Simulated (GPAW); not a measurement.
# Cr2C(OH)2 MXene monolayer: simulated STM images

What would a tunnelling microscope show on Cr2C(OH)2 MXene monolayer?

Method: GPAW, PAW setups; layer in a repeated cell with vacuum, relaxation of atoms and in-plane cell, in the first sound run; inputs show where later runs differ, in GPAW 26.7.0.

Most raw output is cut from this account.

## Step 1: Starting point

The cell holds 7 atoms: 2 H, 2 O, 2 Cr and 1 C. Its edges and angles: a = 2.836 Å, b = 2.836 Å, c = 20.169 Å, α = 90.0°, β = 90.0°, γ = 120.0°. Vacuum lies along c.

## Step 2: Relaxation

Forces are removed first; all later runs use this geometry.

run.py reads:

```python
import json
import numpy as np
from ase import Atoms
from ase.filters import FrechetCellFilter
from ase.optimize import BFGS
from gpaw import GPAW, PW

slab = Atoms(
    ['H', 'O', 'Cr', 'C', 'Cr', 'O', 'H'],
    positions=[
        [-0.00000, 1.63735, 7.00000],
        [-0.00000, 1.63735, 7.98000],
        [1.41799, 0.81868, 8.96539],
        [0.00000, 0.00000, 10.08439],
        [-0.00000, 1.63735, 11.20339],
        [1.41799, 0.81868, 12.18879],
        [1.41799, 0.81868, 13.16879]],
    cell=[[2.83598, 0.0, 0.0], [-1.41799, 2.45603, 0.0], [0.0, 0.0, 20.1688]],
    pbc=[True, True, True],
    magmoms=[0.0, 0.0, 2.0, 0.0, 2.0, 0.0, 0.0])

slab.calc = GPAW(mode=PW(600), xc='PBE', kpts={'size': (12, 12, 1), 'gamma': True},
                 occupations={'name': 'fermi-dirac', 'width': 0.05}, nbands='160%',
                 convergence={'density': 1e-05}, maxiter=200,
                 symmetry={'tolerance': 1e-3}, txt='slab.txt')
result = {}
# The in-plane cell is free; stress needs a cell that repeats along all three vectors
path = []
opt = BFGS(FrechetCellFilter(slab, mask=[1, 1, 0, 0, 0, 1]), maxstep=0.2)
opt.attach(lambda: path.append((slab.get_potential_energy(), slab.positions.tolist(), slab.get_forces().tolist())))
result['relaxed'] = bool(opt.run(fmax=0.02, steps=45))
result['path'] = path
result['cell'] = slab.cell.tolist()
print('in-plane lattice', slab.cell.cellpar().round(4)[[0, 1, 5]])
energy = slab.get_potential_energy()
fermi = slab.calc.get_fermi_level()
v = slab.calc.get_electrostatic_potential().mean((0, 1)) - fermi
n = slab.calc.get_pseudo_density().mean((0, 1))
L = slab.cell[2, 2]
z = np.arange(len(v)) * L / len(v)
low, high = slab.positions[:, 2].min(), slab.positions[:, 2].max()
below, above = np.interp([low - 4.8, high + 4.8], z, v)
slopes = [np.interp(x, z, np.gradient(v, z)) for x in (low - 4.8, high + 4.8)]
eps = np.array([[slab.calc.get_eigenvalues(k, s) for k in range(len(slab.calc.get_ibz_k_points()))]
                for s in range(slab.calc.get_number_of_spins())]) - fermi
top, bottom = eps[eps < 0].max(), eps[eps > 0].min()
dipole = slab.get_dipole_moment()[2]
print(f'energy {energy:.4f} eV, Fermi level {fermi:.4f} eV, dipole {dipole:.5f} e A')
print(f'potential 4.8 A off the faces, from the Fermi level: lower {below:.4f} eV, upper {above:.4f} eV')
print(f'slope of the potential there: lower {slopes[0]:.5f}, upper {slopes[1]:.5f} eV/A')
print(f'nearest levels on the mesh: {top:.4f} and {bottom:.4f} eV')
print('magnetic moment', round(slab.get_magnetic_moment(), 3))
result.update(energy=energy, fermi=fermi, dipole=dipole, below=below, above=above, slopes=slopes, edges=[top, bottom],
              z=z.tolist(), v=v.tolist(), n=n.tolist(), positions=slab.positions.tolist(),
              forces=slab.get_forces(apply_constraint=False).tolist(), moments=slab.get_magnetic_moments().tolist())
json.dump(result, open('result.json', 'w'))
```

Started as:

```bash
$ OMP_NUM_THREADS=1 OPENBLAS_NUM_THREADS=1 python run.py
```

Run time: 44 min. Hardware: 1 thread of Arm Neoverse V1, shared host; peak memory 0.63 GiB.

This step gave:

- dipole along the normal: 3.20e-5 e·Å
- levels nearest the Fermi level on the mesh: -0.005259, 0.03954 eV from the Fermi level
- site moments: 0.003979, 0.009676, 2.170, -0.1084, 2.170, 0.009676, 0.003979 μB
- sum of the site moments: 4.259 μB

The electrostatic potential energy of an electron (without an applied field's), less the Fermi level, planar mean oscillates, so the rows of the table below give means over windows of 0.5 Å about each position, cut where the curve ends. Its maxima inside the range that stand out by 2 % of the span (Å: eV): 7.14: 0.108, 8.24: -5.22, 9.66: -8.83, 10.50: -8.83, 11.93: -5.21, 13.03: 0.111. Its minima: 6.81: -1.11, 7.82: -10.5, 8.99: -16.7, 10.08: -13.3, 11.18: -16.7, 12.35: -10.5, 13.36: -1.10.

Table of electrostatic potential energy of an electron (without an applied field's), less the Fermi level, planar mean by z; means over each step:

```tsv
z (Å)	electrostatic potential energy of an electron (without an applied field's), less the Fermi level, planar mean (eV)
0.0	1.66
0.5	1.66
1.0	1.66
1.5	1.66
2.0	1.66
2.5	1.66
3.0	1.65
3.5	1.65
4.0	1.63
4.5	1.60
5.0	1.54
5.5	1.41
6.0	1.08
6.5	-0.0318
7.0	-0.447
7.5	-4.66
8.0	-7.96
8.5	-8.40
9.0	-15.7
9.5	-10.6
10.0	-11.9
10.5	-9.80
11.0	-14.9
11.5	-11.5
12.0	-6.49
12.5	-7.65
13.0	-0.541
13.5	-0.537
14.0	0.849
14.5	1.34
15.0	1.51
15.5	1.59
16.0	1.62
16.5	1.64
17.0	1.65
17.5	1.66
18.0	1.66
18.5	1.66
19.0	1.66
19.5	1.66
20.0	1.66
```

The pseudo valence density, planar mean oscillates, so the rows of the table below give means over windows of 1.09 Å about each position, cut where the curve ends. Its maxima inside the range that stand out by 2 % of the span (Å: e/Å³): 7.9: 0.942, 9.1: 0.646, 10.1: 0.613, 11.1: 0.646, 12.3: 0.942. Its minima: 8.6: 0.423, 9.4: 0.550, 10.8: 0.550, 11.6: 0.423.

Pseudo valence density, planar mean against z; means over each step:

```tsv
z (Å)	pseudo valence density, planar mean (e/Å³)
2.73	6.3e-5
3.82	2.6e-4
4.91	0.00139
6.00	0.0217
7.09	0.333
8.18	0.664
9.27	0.584
10.36	0.590
11.45	0.542
12.54	0.671
13.63	0.102
14.72	0.00458
15.81	5.7e-4
16.90	1.3e-4
17.99	3.0e-5
```

Site moment by atom:

```tsv
atom	site moment (μB)
H1	0.00
O2	0.01
Cr3	2.17
C4	-0.11
Cr5	2.17
O6	0.01
H7	0.00
```

The relaxation lowered the energy of the cell by 1.79 eV (energies extrapolated to zero smearing; the optimiser's log prints free energies). The largest force left on a free atom is 0.0093 eV/Å.

## Step 3: Plane waves, PBE

The work function is the vacuum plateau of the electrostatic potential less the Fermi level; a dipole layer lets the two faces have plateaus of their own.

This step: GPAW, PAW setups; slab in vacuum (GPAW 26.7.0).

The cell differs from the one that the last finished run ended in (c 20.169 → 20.531 Å).

run.py reads:

```python
import json
import numpy as np
from ase import Atoms
from ase.dft.stm import STM
from gpaw import GPAW, PW

slab = Atoms(
    ['H', 'O', 'Cr', 'C', 'Cr', 'O', 'H'],
    positions=[
        [0.00000, 1.73641, 7.00000],
        [-0.00000, 1.73641, 7.97370],
        [1.50378, 0.86821, 9.19481],
        [0.00000, 0.00000, 10.26570],
        [-0.00000, 1.73641, 11.33659],
        [1.50378, 0.86821, 12.55771],
        [1.50378, 0.86821, 13.53141]],
    cell=[[3.00756, 0.0, 0.0], [-1.50378, 2.60463, 0.0], [0.0, 0.0, 20.5314]],
    pbc=[True, True, False],
    magmoms=[0.0, 0.0, 2.0, 0.0, 2.0, 0.0, 0.0])

slab.calc = GPAW(mode=PW(500), xc='PBE', kpts={'size': (12, 12, 1), 'gamma': True},
                 occupations={'name': 'fermi-dirac', 'width': 0.05}, nbands='160%',
                 convergence={'density': 1e-05}, maxiter=200,
                 poissonsolver={'dipolelayer': 'xy'},
                 symmetry={'tolerance': 1e-3}, txt='slab.txt')
result = {}
energy = slab.get_potential_energy()
fermi = slab.calc.get_fermi_level()
v = slab.calc.get_electrostatic_potential().mean((0, 1)) - fermi
n = slab.calc.get_pseudo_density().mean((0, 1))
L = slab.cell[2, 2]
z = np.arange(len(v)) * L / len(v)
low, high = slab.positions[:, 2].min(), slab.positions[:, 2].max()
below, above = np.interp([low - 4.8, high + 4.8], z, v)
slopes = [np.interp(x, z, np.gradient(v, z)) for x in (low - 4.8, high + 4.8)]
eps = np.array([[slab.calc.get_eigenvalues(k, s) for k in range(len(slab.calc.get_ibz_k_points()))]
                for s in range(slab.calc.get_number_of_spins())]) - fermi
top, bottom = eps[eps < 0].max(), eps[eps > 0].min()
dipole = slab.get_dipole_moment()[2]
print(f'energy {energy:.4f} eV, Fermi level {fermi:.4f} eV, dipole {dipole:.5f} e A')
print(f'potential 4.8 A off the faces, from the Fermi level: lower {below:.4f} eV, upper {above:.4f} eV')
print(f'slope of the potential there: lower {slopes[0]:.5f}, upper {slopes[1]:.5f} eV/A')
print(f'nearest levels on the mesh: {top:.4f} and {bottom:.4f} eV')
print('magnetic moment', round(slab.get_magnetic_moment(), 3))
result.update(energy=energy, fermi=fermi, dipole=dipole, below=below, above=above, slopes=slopes, edges=[top, bottom],
              z=z.tolist(), v=v.tolist(), n=n.tolist(), positions=slab.positions.tolist(),
              forces=slab.get_forces(apply_constraint=False).tolist(), moments=slab.get_magnetic_moments().tolist())

# Images need the states of the whole zone, up to time reversal
slab.calc = slab.calc.fixed_density(symmetry={'point_group': False}, txt='states.txt', nbands='220%',
                                    convergence={'bands': 'CBM+0.8'})
stm = STM(slab)
result['stm'] = []
for bias in [-0.5, 0.5]:
    height = high + 4.0
    current = stm.get_averaged_current(bias, height)
    x, y, h = stm.scan(bias, current)
    i, f = divmod(height / L * stm.ldos.shape[2], 1)
    I = abs((1 - f) * stm.ldos[:, :, int(i)] + f * stm.ldos[:, :, int(i) + 1])
    print(f'bias {bias} V: mean current at 4.0 A {current:.4e}, corrugation {np.ptp(h):.4f} A')
    result['stm'].append(dict(bias=bias, current=current, h=(h - high).tolist(), I=I.tolist()))
json.dump(result, open('result.json', 'w'))
```

The job ended after 8.1 min (1 thread; peak memory 0.81 GiB).

This step gave:

```yaml
dipole_along_the_normal: 2.32e-4 e·Å
levels_nearest_the_fermi_level_on_the_mesh: -0.005027, 0.03907 eV from the Fermi level
upper_work_function: 1.696 eV
lower_work_function: 1.698 eV
site_moments: 0.004003, 0.009523, 2.169, -0.1086, 2.169, 0.009523, 0.004003 μB
corrugation_minus_0p5: 0.02451 Å
corrugation_0p5: 0.02989 Å
sum_of_the_site_moments: 4.256 μB
```

The electrostatic potential energy of an electron (without an applied field's), less the Fermi level, planar mean oscillates, so the rows of the table below give means over windows of 0.5 Å about each position, cut where the curve ends. Its maxima inside the range that stand out by 2 % of the span (Å: eV): 7.32: 0.117, 8.46: -5.26, 9.79: -8.93, 10.74: -8.93, 12.07: -5.26, 13.21: 0.115. Its minima: 6.94: -1.05, 7.98: -10.6, 9.22: -16.7, 10.27: -13.3, 11.31: -16.7, 12.55: -10.6, 13.59: -1.05.

The electrostatic potential energy of an electron (without an applied field's), less the Fermi level, planar mean by z; means over each step:

```tsv
z (Å)	electrostatic potential energy of an electron (without an applied field's), less the Fermi level, planar mean (eV)
0.0	1.70
0.5	1.70
1.0	1.70
1.5	1.70
2.0	1.70
2.5	1.70
3.0	1.69
3.5	1.69
4.0	1.67
4.5	1.65
5.0	1.60
5.5	1.50
6.0	1.27
6.5	0.555
7.0	-0.657
7.5	-1.72
8.0	-8.81
8.5	-6.42
9.0	-14.1
9.5	-13.0
10.0	-10.6
10.5	-10.8
11.0	-12.5
11.5	-14.5
12.0	-6.63
12.5	-8.86
13.0	-2.09
13.5	-0.629
14.0	0.459
14.5	1.24
15.0	1.49
15.5	1.59
16.0	1.64
16.5	1.67
17.0	1.68
17.5	1.69
18.0	1.69
18.5	1.70
19.0	1.70
19.5	1.70
20.0	1.70
```

The pseudo valence density, planar mean oscillates, so the rows of the table below give means over windows of 1 Å about each position, cut where the curve ends. Its maxima inside the range that stand out by 2 % of the span (Å: e/Å³): 8.0: 0.968, 9.3: 0.634, 10.3: 0.613, 11.2: 0.634, 12.5: 0.968. Its minima: 8.7: 0.421, 9.7: 0.552, 10.8: 0.552, 11.8: 0.421.

The pseudo valence density, planar mean by z; means over each step:

```tsv
z (Å)	pseudo valence density, planar mean (e/Å³)
3	7.5e-5
4	2.7e-4
5	0.00117
6	0.0121
7	0.185
8	0.728
9	0.540
10	0.590
11	0.589
12	0.601
13	0.518
14	0.0599
15	0.00343
16	5.7e-4
17	1.5e-4
18	4.0e-5
```

Tip height over the top atom over a1 and a2. Sample bias -0.5 V, constant current at the mean current 4.0 Å over the top atom.

Ten even steps from '0' (3.991 Å) to '9' (4.015 Å):
```
1002234334322001
0000255555200001
2200255552002222
2223444442222222
1355433455311111
1455434554102320
2355445532256652
2355455324789874
2452254247999974
1320231279999972
1200210589999850
2202212699999621
2002213689986312
0002212577752122
1112210244201221
3102211222112201
```
Columns: a1 from 0 to 0.938; rows upwards: a2 from 0 to 0.938.

Local density of states summed over the bias window over a1 and a2. Sample bias -0.5 V, constant height 4.0 Å over the top atom.

Values in units of 1e-5 arbitrary, 16 rows by 16 columns:
```
5.7 5.7 5.7 5.7 5.7 5.8 5.8 5.8 5.8 5.8 5.8 5.7 5.7 5.7 5.7 5.7
5.7 5.7 5.7 5.7 5.7 5.8 5.8 5.8 5.8 5.8 5.7 5.7 5.7 5.7 5.7 5.7
5.8 5.7 5.7 5.7 5.8 5.8 5.8 5.8 5.8 5.8 5.7 5.7 5.7 5.8 5.7 5.7
5.8 5.7 5.7 5.8 5.8 5.8 5.8 5.8 5.8 5.8 5.7 5.7 5.8 5.8 5.7 5.8
5.7 5.8 5.8 5.8 5.8 5.8 5.8 5.8 5.8 5.8 5.8 5.7 5.7 5.7 5.7 5.7
5.7 5.8 5.8 5.8 5.8 5.8 5.8 5.8 5.8 5.8 5.7 5.7 5.7 5.8 5.7 5.7
5.7 5.8 5.8 5.8 5.8 5.8 5.8 5.8 5.8 5.7 5.8 5.8 5.8 5.8 5.8 5.8
5.7 5.8 5.8 5.8 5.8 5.8 5.8 5.8 5.7 5.8 5.8 5.9 5.9 5.9 5.8 5.8
5.7 5.8 5.8 5.8 5.8 5.8 5.8 5.7 5.8 5.8 5.9 5.9 5.9 5.9 5.8 5.8
5.7 5.8 5.7 5.7 5.7 5.8 5.7 5.8 5.8 5.9 5.9 5.9 5.9 5.9 5.8 5.8
5.7 5.7 5.7 5.7 5.7 5.7 5.7 5.8 5.9 5.9 5.9 5.9 5.9 5.9 5.8 5.7
5.8 5.7 5.7 5.7 5.8 5.7 5.7 5.8 5.9 5.9 5.9 5.9 5.9 5.8 5.7 5.7
5.8 5.7 5.7 5.8 5.8 5.7 5.8 5.8 5.9 5.9 5.9 5.9 5.8 5.8 5.7 5.8
5.7 5.7 5.7 5.7 5.7 5.7 5.7 5.8 5.8 5.8 5.8 5.8 5.7 5.7 5.7 5.7
5.7 5.7 5.7 5.7 5.8 5.7 5.7 5.8 5.8 5.8 5.8 5.7 5.7 5.8 5.7 5.7
5.8 5.7 5.7 5.8 5.8 5.7 5.7 5.7 5.7 5.7 5.7 5.7 5.8 5.8 5.7 5.7
```
Columns: a1 from 0 to 0.938; rows upwards: a2 from 0 to 0.938.

Tip height over the top atom over a1 and a2. Sample bias 0.5 V, constant current at the mean current 4.0 Å over the top atom.

Ten even steps from '_' (3.989 Å) to '@' (4.019 Å):
```
::::::::----::::::::----::::::::
..::------::......::------::....
..::--==--::::::::--==--::..____
::----------------------::..__..
----::::--====--::::------::::--
==::..::--==--::..::======--====
==::..::----::..::==++++++++++++
--::..::--::..::--==++******++==
==::::----::::====++**%%%%**++==
==----==----==++++**%%@@%%**++++
------------==++**%%@@@@%%**++==
::::--::::--==++**%%%%%%**++==--
..::::....::--++********++--::..
..::..____::==++++++++++==::____
::::..__..--==++====++==--..__..
--::....::--====--====--::....::
```
Columns: a1 from 0 to 0.938; rows upwards: a2 from 0 to 0.938.

Local density of states summed over the bias window over a1 and a2. Sample bias 0.5 V, constant height 4.0 Å over the top atom.

Ten even steps from '0' (5.31 × 1e-4 arbitrary) to '9' (5.46 × 1e-4 arbitrary):
```
2222232112322222
1223321112332210
1233322223332100
2233333333322000
3322344322333223
4212343212444344
3112332113555555
3112321134566654
3223322345688654
4333334556898655
3233234568998654
2222234568886543
1221023566665320
1210024555554200
2200034544543000
2211234333432112
```
Columns: a1 from 0 to 0.938; rows upwards: a2 from 0 to 0.938.

Force by atom:

```tsv
atom	x (eV/Å)	y (eV/Å)	z (eV/Å)	size
H1	0.000	0.000	-0.101	0.101
O2	0.000	0.000	0.119	0.119
Cr3	0.000	0.000	0.006	0.006
C4	0.000	0.000	0.000	0.000
Cr5	0.000	0.000	-0.006	0.006
O6	0.000	0.000	-0.119	0.119
H7	0.000	0.000	0.101	0.101
```

The potential is flat to 0.004 eV/Å where it is read, so the vacuum is wide enough.

## Step 4: A changed run

One more run, with changed settings.

run.py, as its differences from that of step 3:

```diff
@@ -3,3 +3,2 @@
 from ase import Atoms
-from ase.dft.stm import STM
 from gpaw import GPAW, PW
@@ -20,5 +19,5 @@
 
-slab.calc = GPAW(mode=PW(500), xc='PBE', kpts={'size': (12, 12, 1), 'gamma': True},
+slab.calc = GPAW(mode=PW(500), xc='PBE', kpts={'size': (1, 1, 1), 'gamma': True},
                  occupations={'name': 'fermi-dirac', 'width': 0.05}, nbands='160%',
-                 convergence={'density': 1e-05}, maxiter=200,
+                 convergence={'density': 1e-05}, maxiter=100,
                  poissonsolver={'dipolelayer': 'xy'},
@@ -47,16 +46,2 @@
               forces=slab.get_forces(apply_constraint=False).tolist(), moments=slab.get_magnetic_moments().tolist())
-
-# Images need the states of the whole zone, up to time reversal
-slab.calc = slab.calc.fixed_density(symmetry={'point_group': False}, txt='states.txt', nbands='220%',
-                                    convergence={'bands': 'CBM+0.8'})
-stm = STM(slab)
-result['stm'] = []
-for bias in [-0.5, 0.5]:
-    height = high + 4.0
-    current = stm.get_averaged_current(bias, height)
-    x, y, h = stm.scan(bias, current)
-    i, f = divmod(height / L * stm.ldos.shape[2], 1)
-    I = abs((1 - f) * stm.ldos[:, :, int(i)] + f * stm.ldos[:, :, int(i) + 1])
-    print(f'bias {bias} V: mean current at 4.0 A {current:.4e}, corrugation {np.ptp(h):.4f} A')
-    result['stm'].append(dict(bias=bias, current=current, h=(h - high).tolist(), I=I.tolist()))
 json.dump(result, open('result.json', 'w'))
```

Elapsed: 14 s, on 1 thread; peak memory 0.2 GiB.

The run finished. A setting was moved off its sound value on purpose, so it serves as a test and not as the result.

The fault put into the input: one k-point (kpts = [1, 1]).

Side by side:

```tsv
quantity	this run	sound run	difference
upper work function (eV)	2.4964	1.6963	0.800
lower work function (eV)	2.4980	1.6978	0.800
sum of the site moments (μB)	2.522e-5	4.2559	-4.26
```

One result that differs is the sum of the site moments, 2.5e-5 μB against 4.26 μB.

## Step 5: Results

```json
{"work function, both faces": "1.70 eV", "dipole along the normal": "2.3e-4 e Å, near the numerical noise", "corrugation at -0.5 V": "0.0245 Å", "corrugation at 0.5 V": "0.0299 Å as printed, 0.021 Å or less without short-wave noise"}
```

**Reading.** At 0.5 V GPAW's map carries short-wave noise, which can't be real at this height: without waves under 1.5 Å it spans 0.021 Å against 0.030 Å printed. The reading below uses the filtered value, which may still be too high. In GPAW's constant-current maps the tip height varies by under 0.05 Å at every bias shown (0.025 Å at most), which is near the numerical ripple of the maps: an s-wave tip would see an almost flat surface. Negative sample bias images filled states, positive bias empty ones. The images are of Tersoff-Hamann type: an s-wave tip, no tip-sample forces, heights closer than in a microscope. The starting lattice was a guess from atomic radii; the relaxation moved it by 6 %. The small printed dipole stands for a step of -5.4 meV from the lower to the upper face, and the probes find -1.5 meV; values this small are near the numerical noise of both. One magnetic start was tried; another order may lie lower. The layer's cell and atoms come from the relaxation; spin-orbit coupling and temperature are left out.

[Logs are printed without paths, hosts, clocks, repeated set-up lines and the standing remarks that a program may print on its own settings, such as how far it seeks lower states.]

[Hosts, paths, dates, database ids (printed as entryN), source tags and the programs' standing remarks are cut or masked in the printed files.]
